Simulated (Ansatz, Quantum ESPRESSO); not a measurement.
## ZnSiS3 (Pm-3m): zone-centre phonons

Which modes does ZnSiS3 (Pm-3m) have at the zone centre?

Method: DFT LDA, scalar-relativistic, plane waves, PseudoDojo norm-conserving pseudopotentials, in Quantum ESPRESSO 8.0 development, patched.

The structure was built from a prototype and need not be the compound's stable phase.

## Step 1: The structure

It takes space group Pm-3m (No. 221, cubic). The conventional cell has a = 4.346 Å, b = 4.346 Å, c = 4.346 Å, α = 90.00°, β = 90.00°, γ = 90.00°. Zn has 12 S at 3.07 Å nearest. Nearest to Si lie 6 S at 2.17 Å. Nearest to S lie 2 Si at 2.17 Å. Farther neighbours and most contacts between anions are not listed.

## Step 2: A first look

A cheap run with smearing and empty bands tells whether the crystal has a gap, which decides between fixed occupations and smearing later on.

probe.in

```
 &control
    calculation='scf',
    prefix='x',
    outdir='./tmp',
    pseudo_dir='./pseudo',
    tprnfor=.true.,
    tstress=.true.,
    verbosity='high',
 /
 &system
    ibrav=1,
    celldm(1)=8.21199385,
    nat=5,
    ntyp=3,
    ecutwfc=84.0,
    occupations='smearing',
    smearing='gaussian',
    degauss=0.01,
 /
 &electrons
    conv_thr=1.0d-07,
    mixing_beta=0.7,
    electron_maxstep=100,
 /
ATOMIC_SPECIES
 Zn     65.3800  Zn.upf
 Si     28.0850  Si.upf
 S      32.0600  S.upf
ATOMIC_POSITIONS crystal
 Zn     0.000000000   0.000000000   0.000000000
 Si     0.500000000   0.500000000   0.500000000
 S      0.500000000   0.500000000   0.000000000
 S      0.500000000   0.000000000   0.500000000
 S      0.000000000   0.500000000   0.500000000
K_POINTS automatic
 4 4 4 0 0 0
```

Started as:

```bash
$ OMP_NUM_THREADS=1 mpirun -n 4 pw.x -nk 4 -in probe.in > probe.out
```

Log:

```text
[banners, grids, parts of the stress and lines that vanish by symmetry left out]
Program PWSCF v.8.0dev
     WARNING: in Zn.upf r*V + 2Z of the local potential grows by 2.5E-04 Ry bohr beyond 6 bohr.
     This is noise, and it is removed from  9.08 to  12.95 bohr, as mend_local_tail asks.
[...]
kinetic-energy cutoff     =      84.0000  Ry
     charge density cutoff     =     336.0000  Ry
     scf convergence threshold =      1.0E-07
[...]
Exchange-correlation= SLA-PW-NOGX-NOGC
                           (   1   4   0   0   0   0   0)
[...]
48 Sym. Ops., with inversion, found
[...]
(     0          1          0      )
                  (     0          0          1      )
[...]
(  0.0000000  1.0000000  0.0000000 )
                  (  0.0000000  0.0000000  1.0000000 )
[...]
( -1.0000000  0.0000000  0.0000000 )
                  (  0.0000000  1.0000000  0.0000000 )
[...]
number of k points=    10  Gaussian smearing, width (Ry)=  0.0100
[...]
End of self-consistent calculation
[...]
the Fermi energy is     8.7421 ev
!    total energy              =    -492.63560662 Ry
[...]
convergence has been achieved in   7 iterations
[...]
atom    1 type  1   force =     0.00000000    0.00000000    0.00000000
     atom    2 type  2   force =     0.00000000    0.00000000    0.00000000
     atom    3 type  3   force =     0.00000000    0.00000000    0.00000000
     atom    4 type  3   force =     0.00000000    0.00000000    0.00000000
     atom    5 type  3   force =     0.00000000    0.00000000    0.00000000
[...]
Total force =     0.000000     Total SCF correction =     0.000000
[...]
total   stress  (Ry/bohr**3)                   (kbar)     P=       60.47
[...]
XML data file, charge density, pseudopotentials, collected wavefunctions

   JOB DONE.
```

Wall time 10 s (4 MPI ranks of Intel Xeon Platinum 8259CL at 2.50GHz (Skylake/Cascade Lake), shared host).

Numbers from this step:

```
volume per atom   : 16.41 Å³
pressure          : 6.047 GPa
gap on the k-mesh : 0 eV
```

No gap opens on this mesh, so smearing is kept; the start stands at 6.0 GPa.

## Step 3: Relaxing the cell and atoms

The relaxation runs at a cutoff a fifth above that of the response, since stress converges more slowly with the basis than frequencies do. Forces and stress are brought to rest with tight thresholds.

relax.in

```
 &control
    calculation='vc-relax',
    prefix='x',
    outdir='./tmp',
    pseudo_dir='./pseudo',
    tprnfor=.true.,
    tstress=.true.,
    forc_conv_thr=2.0d-05,
    etot_conv_thr=1.0d-07,
    nstep=40,
 /
 &system
    ibrav=1,
    celldm(1)=8.21199385,
    nat=5,
    ntyp=3,
    ecutwfc=101,
    occupations='smearing',
    smearing='mv',
    degauss=0.02,
 /
 &electrons
    conv_thr=1.0d-11,
    mixing_beta=0.7,
    electron_maxstep=100,
 /
 &ions
 /
 &cell
    press_conv_thr=0.2,
 /
ATOMIC_SPECIES
 Zn     65.3800  Zn.upf
 Si     28.0850  Si.upf
 S      32.0600  S.upf
ATOMIC_POSITIONS crystal
 Zn     0.000000000   0.000000000   0.000000000
 Si     0.500000000   0.500000000   0.500000000
 S      0.500000000   0.500000000   0.000000000
 S      0.500000000   0.000000000   0.500000000
 S      0.000000000   0.500000000   0.500000000
K_POINTS automatic
 8 8 8 0 0 0
```

Started as:

```bash
$ OMP_NUM_THREADS=1 mpirun -n 4 pw.x -nk 4 -in relax.in > relax.out
```

Log:

```text
[banners, grids, parts of the stress and lines that vanish by symmetry left out]
[banner, memory and clock lines left out]
Program PWSCF v.8.0dev

[...]
kinetic-energy cutoff     =     101.0000  Ry
     charge density cutoff     =     404.0000  Ry
     scf convergence threshold =      1.0E-11
[...]
energy convergence thresh.=      1.0E-07
     force convergence thresh. =      2.0E-05
     press convergence thresh. =      2.0E-01
     Exchange-correlation= SLA-PW-NOGX-NOGC
                           (   1   4   0   0   0   0   0)
[...]
48 Sym. Ops., with inversion, found
[...]
number of k points=    35  Marzari-Vanderbilt smearing, width (Ry)=  0.0200
[...]
End of self-consistent calculation
[...]
the Fermi energy is     8.7909 ev
!    total energy              =    -492.63949051 Ry
[...]
convergence has been achieved in  11 iterations
[...]
atom    1 type  1   force =     0.00000000    0.00000000    0.00000000
     atom    2 type  2   force =     0.00000000    0.00000000    0.00000000
     atom    3 type  3   force =     0.00000000    0.00000000    0.00000000
     atom    4 type  3   force =     0.00000000    0.00000000    0.00000000
     atom    5 type  3   force =     0.00000000    0.00000000    0.00000000
     Total force =     0.000000     Total SCF correction =     0.000000
[...]
total   stress  (Ry/bohr**3)                   (kbar)     P=       53.71
[...]
number of bfgs steps    =   0
[...]
CELL_PARAMETERS (alat=  8.21199385)
[...]
ATOMIC_POSITIONS (crystal)
Zn               0.0000000000        0.0000000000        0.0000000000
Si               0.5000000000        0.5000000000        0.5000000000
S                0.5000000000        0.5000000000        0.0000000000
S                0.5000000000        0.0000000000        0.5000000000
[...]
New effective cutoffs (rho, wfc):  396.66   99.17
[...]
End of self-consistent calculation
[...]
the Fermi energy is     8.3867 ev
!    total energy              =    -492.64359720 Ry
[...]
convergence has been achieved in   8 iterations
[...]
atom    1 type  1   force =     0.00000000    0.00000000    0.00000000
     atom    2 type  2   force =     0.00000000    0.00000000    0.00000000
     atom    3 type  3   force =     0.00000000    0.00000000    0.00000000
     atom    4 type  3   force =     0.00000000    0.00000000    0.00000000
     atom    5 type  3   force =     0.00000000    0.00000000    0.00000000
     Total force =     0.000000     Total SCF correction =     0.000000
[...]
total   stress  (Ry/bohr**3)                   (kbar)     P=       25.92
[...]
number of bfgs steps    =   1
[...]
CELL_PARAMETERS (alat=  8.21199385)
[...]
ATOMIC_POSITIONS (crystal)
[...]
New effective cutoffs (rho, wfc):  389.82   97.46
[...]
End of self-consistent calculation
[...]
the Fermi energy is     8.0084 ev
!    total energy              =    -492.64500992 Ry
[...]
convergence has been achieved in  10 iterations
[...]
atom    1 type  1   force =     0.00000000    0.00000000    0.00000000
     atom    2 type  2   force =     0.00000000    0.00000000    0.00000000
     atom    3 type  3   force =     0.00000000    0.00000000    0.00000000
     atom    4 type  3   force =     0.00000000    0.00000000    0.00000000
[...]
Total force =     0.000000     Total SCF correction =     0.000000
[...]
total   stress  (Ry/bohr**3)                   (kbar)     P=        2.27
[...]
number of bfgs steps    =   2
[...]
CELL_PARAMETERS (alat=  8.21199385)
[...]
ATOMIC_POSITIONS (crystal)
[...]
New effective cutoffs (rho, wfc):  389.16   97.30
[...]
End of self-consistent calculation
[...]
the Fermi energy is     7.9721 ev
!    total energy              =    -492.64502190 Ry
[...]
convergence has been achieved in   8 iterations
[...]
Total force =     0.000000     Total SCF correction =     0.000000
[...]
total   stress  (Ry/bohr**3)                   (kbar)     P=        0.11
[...]
number of bfgs steps    =   3
[...]
CELL_PARAMETERS (alat=  8.21199385)
[...]
ATOMIC_POSITIONS (crystal)
[...]
New effective cutoffs (rho, wfc):  389.13   97.29
[...]
End of self-consistent calculation
[...]
the Fermi energy is     7.9702 ev
!    total energy              =    -492.64502193 Ry
[...]
convergence has been achieved in   6 iterations
[...]
atom    3 type  3   force =     0.00000000    0.00000000    0.00000000
     atom    4 type  3   force =     0.00000000    0.00000000    0.00000000
     atom    5 type  3   force =     0.00000000    0.00000000    0.00000000
     Total force =     0.000000     Total SCF correction =     0.000000
[...]
total   stress  (Ry/bohr**3)                   (kbar)     P=        0.00
[...]
bfgs converged in   5 scf cycles and   4 bfgs steps
[...]
End of BFGS Geometry Optimization
     Final enthalpy           =    -492.6450219267 Ry
     File ./tmp/x.bfgs deleted, as requested
[...]
CELL_PARAMETERS (alat=  8.21199385)
[...]
ATOMIC_POSITIONS (crystal)
[...]
S                0.5000000000        0.0000000000        0.5000000000
S                0.0000000000        0.5000000000        0.5000000000
[...]
Final scf calculation at the relaxed structure.
[...]
kinetic-energy cutoff     =     101.0000  Ry
     charge density cutoff     =     404.0000  Ry
     scf convergence threshold =      1.0E-13
[...]
press convergence thresh. =      2.0E-01
     Exchange-correlation= SLA-PW-NOGX-NOGC
                           (   1   4   0   0   0   0   0)
[...]
48 Sym. Ops., with inversion, found
[...]
number of k points=    35  Marzari-Vanderbilt smearing, width (Ry)=  0.0200
[...]
End of self-consistent calculation
[...]
the Fermi energy is     7.9702 ev
!    total energy              =    -492.64502442 Ry
[...]
convergence has been achieved in  13 iterations
[...]
atom    1 type  1   force =     0.00000000    0.00000000    0.00000000
     atom    2 type  2   force =     0.00000000    0.00000000    0.00000000
     atom    3 type  3   force =     0.00000000    0.00000000    0.00000000
     atom    4 type  3   force =     0.00000000    0.00000000    0.00000000
     atom    5 type  3   force =     0.00000000    0.00000000    0.00000000
     Total force =     0.000000     Total SCF correction =     0.000000
[...]
total   stress  (Ry/bohr**3)                   (kbar)     P=       -0.00
[...]
XML data file, charge density, pseudopotentials, collected wavefunctions
```

Wall time 3.7 min (4 MPI ranks); 15 min of CPU time.

Relaxation path:

```
step  energy less that of the first step (eV)  largest force (eV/Å)  pressure (GPa)  volume (Å³)
   1                                   0.0000                0.0000            5.37        82.06
   2                                  -0.0559                0.0000            2.59        84.33
   3                                  -0.0751                0.0000            0.23        86.56
   4                                  -0.0753                0.0000            0.01        86.78
   5                                  -0.0753                0.0000            0.00        86.79
   6                                  -0.0753                0.0000            0.00        86.79
```

```
conventional cell, symmetrised  before  after  change
                         a (Å)   4.346  4.428  +1.9 %
                         b (Å)   4.346  4.428  +1.9 %
                         c (Å)   4.346  4.428  +1.9 %
              volume (Å³/atom)   16.41  17.36  +5.8 %
```

Final coordinates:

```
Zn Si S
1.0
     4.42752    0.00000    0.00000
     0.00000    4.42752    0.00000
     0.00000    0.00000    4.42752
Zn Si S
1 1 3
Direct
  0.00000 0.00000 0.00000
  0.50000 0.50000 0.50000
  0.50000 0.50000 0.00000
  0.50000 0.00000 0.50000
  0.00000 0.50000 0.50000
```

The last row of the table of steps is pw.x's closing run on a basis chosen anew for the final cell, so its energy can jump.

Numbers from this step:

```yaml
volume_per_atom: 17.36 Å³
pressure: 0 GPa
```

The volume changes by +5.8 % from the cell with which this run began.

## Step 4: Self-consistent run for the response

Perturbation theory inherits every error of the wavefunctions, so the threshold is set near the limit of the arithmetic. Smearing stays on, as the first look found no gap above 0.3 eV.

scf.in

```
 &control
    calculation='scf',
    prefix='x',
    outdir='./tmp',
    pseudo_dir='./pseudo',
    tprnfor=.true.,
    tstress=.true.,
 /
 &system
    ibrav=1,
    celldm(1)=8.36680837,
    nat=5,
    ntyp=3,
    ecutwfc=84.0,
    occupations='smearing',
    smearing='mv',
    degauss=0.02,
 /
 &electrons
    conv_thr=1.0d-12,
    mixing_beta=0.7,
    electron_maxstep=100,
 /
ATOMIC_SPECIES
 Zn     65.3800  Zn.upf
 Si     28.0850  Si.upf
 S      32.0600  S.upf
ATOMIC_POSITIONS crystal
 Zn     0.000000000   0.000000000   0.000000000
 Si     0.500000000   0.500000000   0.500000000
 S      0.500000000   0.500000000   0.000000000
 S      0.500000000   0.000000000   0.500000000
 S      0.000000000   0.500000000   0.500000000
K_POINTS automatic
 8 8 8 0 0 0
```

Started as:

```bash
$ OMP_NUM_THREADS=1 mpirun -n 4 pw.x -nk 4 -in scf.in > scf.out
```

Log:

```text
[banners, grids, parts of the stress and lines that vanish by symmetry left out]
[banner, memory and clock lines left out]
Program PWSCF v.8.0dev

[...]
kinetic-energy cutoff     =      84.0000  Ry
     charge density cutoff     =     336.0000  Ry
     scf convergence threshold =      1.0E-12
[...]
Exchange-correlation= SLA-PW-NOGX-NOGC
                           (   1   4   0   0   0   0   0)
[...]
48 Sym. Ops., with inversion, found
[...]
number of k points=    35  Marzari-Vanderbilt smearing, width (Ry)=  0.0200
[...]
c_bands:  1 eigenvalues not converged
[...]
End of self-consistent calculation
[...]
the Fermi energy is     7.9702 ev
!    total energy              =    -492.64500523 Ry
[...]
convergence has been achieved in  13 iterations
[...]
atom    1 type  1   force =     0.00000000    0.00000000    0.00000000
     atom    2 type  2   force =     0.00000000    0.00000000    0.00000000
     atom    3 type  3   force =     0.00000000    0.00000000    0.00000000
     atom    4 type  3   force =     0.00000000    0.00000000    0.00000000
     atom    5 type  3   force =     0.00000000    0.00000000    0.00000000
     Total force =     0.000000     Total SCF correction =     0.000000
[...]
total   stress  (Ry/bohr**3)                   (kbar)     P=       -0.01
[...]
XML data file, charge density, pseudopotentials, collected wavefunctions
```

Elapsed: 41 s, on 4 MPI ranks.

Read from the output:

```yaml
pressure: -0.001 GPa
```

The cell stands at -0.001 GPa, close enough for phonons.

[end of part 1 of 3]

[Host names and launcher messages were left out of these logs when they were recorded.]

[Logs are printed without paths, hosts, clocks, repeated set-up lines and the standing remarks that a program may print on its own settings, such as how far it seeks lower states.]

[Hosts, paths, dates, database ids (printed as entryN), source tags and the programs' standing remarks are cut or masked in the printed files.]
